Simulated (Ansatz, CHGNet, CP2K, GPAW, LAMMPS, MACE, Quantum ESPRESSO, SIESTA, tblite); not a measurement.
## Quantum ESPRESSO on amorphous SiO1.9 (78 atoms): settings against a plane-wave reference

Aim: run amorphous SiO1.9 (78 atoms) in Quantum ESPRESSO and see how near its forces come to a plane-wave reference, and at what cost.

Program: Quantum ESPRESSO 7.5. Level of theory: the method is named at each step. Results are calculated unless marked as measured.

### 1. The structure

The cell holds 78 atoms: 27 Si and 51 O. Cell: a = 10.502 Å, b = 10.502 Å, c = 10.502 Å, α = 90.0°, β = 90.0°, γ = 90.0°. 78 atoms (27 Si, 51 O) placed at random at 2.26 g/cm³, melted at 5000 K for 10 ps at fixed volume with the Tersoff Si-O potential (Munetoh et al., Comput. Mater. Sci. 39, 334 (2007)). Quenched from 5000 K to 500 K at 20 K/ps and fixed volume, annealed at 2000 K for 50 ps, held 5 ps.

The yardstick, on the same geometry:

- method: Kohn-Sham DFT, PBE, PAW, plane waves (Ansatz 0.2.0); cutoff 420 eV, Γ point, fermi-dirac smearing of 0.05 eV; PAW set soft_2
- r.m.s. force component: 1.36 eV/Å
- longest force: 4.969 eV/Å
- pressure: -1.152 GPa
- SCF cycles: 20
- time: 21 s on 4 threads of Arm Neoverse V1, shared host
- CPU time: 82 s

### 2. PBE, sssp-1.3.0-efficiency, 60/480 Ry

Method: Kohn-Sham DFT, PBE, SSSP efficiency 1.3.0 pseudopotentials, plane waves.

pw.in

```
&control
  calculation = 'scf'
  pseudo_dir = './pseudo'
  outdir = './tmp'
  disk_io = 'none'
  tprnfor = .true.
  tstress = .true.
/
&system
  ibrav = 0
  nat = 78
  ntyp = 2
  ecutwfc = 60
  ecutrho = 480
  nosym = .true.
  occupations = 'smearing'
  smearing = 'fd'
  degauss = 0.003675
/
&electrons
  conv_thr = 3.9e-07
  electron_maxstep = 100
  mixing_beta = 0.4
  mixing_mode = 'plain'
  diagonalization = 'david'
/
ATOMIC_SPECIES
Si 28.085 Si.upf
O 15.999 O.upf
CELL_PARAMETERS angstrom
10.50180 0.00000 0.00000
0.00000 10.50180 0.00000
0.00000 0.00000 10.50180
ATOMIC_POSITIONS crystal
Si 0.13949 0.67691 0.28768
Si 0.26616 0.73835 0.02423
Si 0.42674 0.33358 0.86693
Si 0.13626 0.12259 0.30697
Si 0.79317 0.00571 0.98721
Si 0.08622 0.99630 0.03311
Si 0.90463 0.79543 0.58626
Si 0.14865 0.48537 0.52652
Si 0.84522 0.72206 0.30151
Si 0.73878 0.55365 0.07421
Si 0.45372 0.06050 0.79538
Si 0.86836 0.52579 0.48153
Si 0.75350 0.75466 0.83709
Si 0.35770 0.30837 0.40302
Si 0.93560 0.34376 0.23531
Si 0.18181 0.18703 0.80857
Si 0.78838 0.08864 0.53442
Si 0.69545 0.97859 0.26640
Si 0.84826 0.30018 0.94654
Si 0.30251 0.58727 0.76182
Si 0.44335 0.81684 0.63008
Si 0.47785 0.93680 0.07443
Si 0.95592 0.31456 0.65878
Si 0.47465 0.43718 0.14424
Si 0.61758 0.56956 0.63435
Si 0.55826 0.26756 0.63022
Si 0.18274 0.88619 0.49352
O 0.86828 0.69251 0.46010
O 0.41177 0.40424 0.28741
O 0.68857 0.17764 0.62343
O 0.71842 0.88744 0.91130
O 0.46499 0.24963 0.50245
O 0.77338 0.65781 0.97286
O 0.05501 0.84291 0.58266
O 0.15106 0.05293 0.17191
O 0.53535 0.69924 0.58059
O 0.19944 0.78959 0.37365
O 0.80966 0.14618 0.92250
O 0.21971 0.66615 0.15379
O 0.40014 0.47405 0.79915
O 0.09248 0.24108 0.69876
O 0.75832 0.41509 0.00358
O 0.99857 0.73220 0.25343
O 0.79622 0.60549 0.21169
O 0.93494 0.95392 0.03027
O 0.49212 0.94946 0.69167
O 0.65215 0.64562 0.76856
O 0.89374 0.34496 0.79686
O 0.25065 0.63884 0.90261
O 0.32803 0.87691 0.54140
O 0.55592 0.42742 0.66327
O 0.12547 0.01120 0.41559
O 0.08941 0.10927 0.92339
O 0.89519 0.20073 0.56190
O 0.73302 0.50286 0.54822
O 0.02959 0.24292 0.31029
[... 18 atom lines left out ...]
O 0.72833 0.83430 0.30487
O 0.55227 0.98150 0.20326
O 0.17119 0.86410 0.98449
O 0.48991 0.21324 0.76722
K_POINTS gamma
```

Command:

```sh
$ OMP_NUM_THREADS=1 mpirun -np 4 pw.x -in pw.in > output.txt
```

Log:

```text
Program PWSCF
     gamma-point specific algorithms are used
     one sub-group per band group will be used
     scalapack distributed-memory algorithm (size of sub-group:  2*  2 procs)
     Parallelization info
     sticks:   dense  smooth     PW     G-vecs:    dense   smooth      PW
     Min        3758    1879    470               347034   122808   15358
     Max        3760    1882    472               347037   122814   15364
     Sum       15037    7521   1885              1388143   491241   61445
     bravais-lattice index     =            0
     lattice parameter (alat)  =      19.8455  a.u.
     unit-cell volume          =    7816.0590 (a.u.)^3
     number of atoms/cell      =           78
     number of atomic types    =            2
     number of electrons       =       414.00
     number of Kohn-Sham states=          248
     kinetic-energy cutoff     =      60.0000  Ry
     charge density cutoff     =     480.0000  Ry
     scf convergence threshold =      3.9E-07
     mixing beta               =       0.4000
     number of iterations used =            8  plain     mixing
     Exchange-correlation= SLA  PW   PBX  PBC
                           (   1   4   3   4   0   0   0)
     crystal axes: (cart. coord. in units of alat)
               a(1) = (   1.000000   0.000000   0.000000 )
               a(2) = (   0.000000   1.000000   0.000000 )
               a(3) = (   0.000000   0.000000   1.000000 )
     reciprocal axes: (cart. coord. in units 2 pi/alat)
               b(1) = (  1.000000  0.000000  0.000000 )
               b(2) = (  0.000000  1.000000  0.000000 )
               b(3) = (  0.000000  0.000000  1.000000 )
     PseudoPot. # 1 for Si:
     Pseudo is Ultrasoft + core correction, Zval =  4.0
     PseudoPot. # 2 for O :
     Pseudo is Projector augmented-wave + core cor, Zval =  6.0
     atomic species   valence    mass     pseudopotential
     Si                4.00    28.08500     Si( 1.00)
     O                 6.00    15.99900     O ( 1.00)
     No symmetry found
   Cartesian axes
     number of k points=     1  Fermi-Dirac smearing, width (Ry)=  0.0037
                       cart. coord. in units 2pi/alat
        k(    1) = (   0.0000000   0.0000000   0.0000000), wk =   2.0000000
     Dense  grid:   694072 G-vectors     FFT dimensions: ( 144, 144, 144)
     Smooth grid:   245621 G-vectors     FFT dimensions: ( 100, 100, 100)
     Initial potential from superposition of free atoms
     starting charge     413.9848, renormalised to     414.0000
     Starting wfcs are  312 randomized atomic wfcs
     Self-consistent Calculation
     iteration #  1     ecut=    60.00 Ry     beta= 0.40
     total energy              =   -2433.71468551 Ry
     estimated scf accuracy    <      21.36747826 Ry
     iteration #  2     ecut=    60.00 Ry     beta= 0.40
     total energy              =   -2438.27173517 Ry
     estimated scf accuracy    <       2.56686586 Ry
     iteration #  3     ecut=    60.00 Ry     beta= 0.40
     total energy              =   -2438.86592179 Ry
     estimated scf accuracy    <       2.84487547 Ry
     iteration #  4     ecut=    60.00 Ry     beta= 0.40
     total energy              =   -2439.00357205 Ry
     estimated scf accuracy    <       0.53040256 Ry
     iteration #  5     ecut=    60.00 Ry     beta= 0.40
     total energy              =   -2439.00806187 Ry
     estimated scf accuracy    <       0.45964560 Ry
     iteration #  6     ecut=    60.00 Ry     beta= 0.40
     total energy              =   -2439.05570093 Ry
     estimated scf accuracy    <       0.56003209 Ry
[...]
c_bands:  1 eigenvalues not converged
[...]
total energy              =   -2439.06735078 Ry
[...]
iteration # 14     ecut=    60.00 Ry     beta= 0.40
     total energy              =   -2439.06735410 Ry
     estimated scf accuracy    <       0.00000192 Ry
     iteration # 15     ecut=    60.00 Ry     beta= 0.40
     total energy              =   -2439.06735457 Ry
     estimated scf accuracy    <       0.00000115 Ry
     iteration # 16     ecut=    60.00 Ry     beta= 0.40
     End of self-consistent calculation
          k = 0.0000 0.0000 0.0000 ( 30723 PWs)   bands (ev):
   -19.6547 -19.4802 -19.2199 -17.7679 -17.7013 -17.4969 -17.4803 -17.4188
   -17.3435 -17.2909 -17.1744 -17.1192 -17.0294 -16.9642 -16.9444 -16.8876
   -16.8281 -16.7557 -16.6888 -16.5530 -16.4862 -16.4462 -16.4133 -16.3100
   -16.2925 -16.2569 -16.2232 -16.1728 -16.1041 -16.0423 -16.0065 -15.9614
   -15.8959 -15.8178 -15.8126 -15.7605 -15.7053 -15.6857 -15.6440 -15.6128
   -15.4916 -15.4159 -15.3739 -15.2873 -15.2695 -15.2413 -15.1919 -14.9862
[...]
8.6218   8.6761   8.7856   8.8547   8.8844   9.0895   9.1560   9.1708
     9.3246   9.3861   9.4494   9.5590   9.6241   9.7161   9.7445   9.8626
     9.9097   9.9182   9.9867  10.0789  10.1900  10.2162  10.2722  10.3219
     the Fermi energy is     6.1039 ev
!    total energy              =   -2439.06735467 Ry
     estimated scf accuracy    <       0.00000022 Ry
     smearing contrib. (-TS)   =      -0.00912267 Ry
     internal energy E=F+TS    =   -2439.05823201 Ry
     The total energy is F=E-TS. E is the sum of the following terms:
     one-electron contribution =   -1256.52709506 Ry
     hartree contribution      =     835.87861218 Ry
     xc contribution           =    -552.93351535 Ry
     ewald contribution        =    -980.75143322 Ry
     one-center paw contrib.   =    -484.72480055 Ry
     convergence has been achieved in  16 iterations
     Forces acting on atoms (cartesian axes, Ry/au):
     atom    1 type  1   force =     0.04856974    0.03034179   -0.00305862
     atom    2 type  1   force =    -0.14545449   -0.00646857   -0.07644780
     atom    3 type  1   force =    -0.05099547    0.11135793    0.08077223
     atom    4 type  1   force =     0.03694906    0.04288204    0.02853845
     atom    5 type  1   force =     0.06953633   -0.00591635    0.08667627
     atom    6 type  1   force =     0.05264969   -0.05012936   -0.03001059
[...]
atom   76 type  2   force =    -0.03921833   -0.01871799    0.04829880
     atom   77 type  2   force =    -0.02822299    0.03821844    0.04956694
     atom   78 type  2   force =     0.05650541    0.04288216   -0.02880307
     Total force =     0.814164     Total SCF correction =     0.001358
     Computing stress (Cartesian axis) and pressure
          total   stress  (Ry/bohr**3)                   (kbar)     P=      -10.28
   0.00019383   0.00009740  -0.00010843           28.51       14.33      -15.95
   0.00009740  -0.00023566  -0.00014661           14.33      -34.67      -21.57
  -0.00010843  -0.00014661  -0.00016779          -15.95      -21.57      -24.68
     Message from routine punch:
     Nothing written, as per user request (disk_io='none')
```

It took 3.1 min on 4 MPI ranks of Arm Neoverse V1, shared host; peak memory 3.8 GiB; 12 min of CPU time.

Banners, paths, timers and routine set-up lines are dropped from the logs unmarked, and long logs keep their key lines alone; longer cuts are marked.

Against the reference:

* r.m.s. force component: 1.368 eV/Å
* r.m.s. difference of force components: 20.94 meV/Å
* longest difference of force vectors: 87.37 meV/Å
* force difference over r.m.s. force: 1.54 %
* slope of forces against the reference's: 1.006
* correlation of force components: 0.9999
* pressure: -1.028 GPa
* pressure difference: 0.1237 GPa

Length of the force difference by element (eV/Å):

```
element  atoms   mean   most
      O     51  0.029  0.087
     Si     27  0.038  0.072
```

Local excerpt of 9 atoms (numbers count through the whole input) about O55, picked at random; x, y, z are measured from there.

| atom | x | y | z | distance (Å) | bonds | Fx | Fy | Fz (eV/Å) |
| --- | --- | --- | --- | --- | --- | --- | --- | --- |
| O55 | 0.00 | 0.00 | 0.00 | 0.00 | 2 | -0.15 | 0.67 | -0.05 |
| Si12 | 1.42 | 0.24 | -0.70 | 1.60 | 4 | 0.62 | -1.24 | -1.73 |
| Si25 | -1.21 | 0.70 | 0.90 | 1.67 | 4 | -0.56 | 1.49 | 1.26 |
| O51 | -1.86 | -0.79 | 1.21 | 2.36 | 2 | 0.93 | -2.25 | -1.10 |
| O28 | 1.42 | 1.99 | -0.93 | 2.62 | 3 | -0.88 | 1.05 | -0.23 |
| O64 | 1.50 | -0.51 | -2.27 | 2.77 | 2 | 0.79 | -0.31 | 3.22 |
| O57 | 2.77 | -0.62 | 0.12 | 2.84 | 3 | -0.26 | -1.54 | 1.26 |
| O47 | -0.85 | 1.50 | 2.31 | 2.89 | 2 | 1.08 | 0.50 | 0.33 |
| O36 | -2.08 | 2.06 | 0.34 | 2.95 | 2 | 1.10 | -0.65 | -2.45 |

Forces lie 1.5 % from the reference's, at 9.1 times its CPU time.

### 3. What came out

```yaml
force_difference_from_the_reference: QE PBE, sssp-1.3.0-efficiency, 60/480 Ry, 1.5 %
its_cpu_time: 12 min
```

In words: PBE on plane waves or a grid with other potentials, cutoffs or grids differs from the reference by 1.5 % (QE PBE, sssp-1.3.0-efficiency, 60/480 Ry) of the r.m.s. force; this holds the reference's own error, so differences of a few per cent don't tell which side is nearer the exact PBE result (QE's 60 Ry are 816 eV, against the reference's 420 eV). The quench rate of 20 K/ps is many orders above laboratory rates, so the cell is likely richer in defects and strain than a real sample. The network of bonds at the start is that of the classical potential that made the cell, and needn't be the one that DFT or experiment would give. The reference's stress is far from hydrostatic: its diagonal is 2.8, -3.6, -2.6 GPa, compression counted positive. The electronic-structure runs sample only Γ, in a cell whose shortest periodic width is 11 Å, which is coarse for a cell with partly filled levels.

[Also dropped from logs without a mark: logging warnings of Python, and SIESTA's first energy breakdown and zero terms.]

[Logs are printed without paths, hosts, clocks, repeated set-up lines and the standing remarks that a program may print on its own settings, such as how far it seeks lower states.]

[Hosts, paths, dates, database ids (printed as entryN), source tags and the programs' standing remarks are cut or masked in the printed files.]
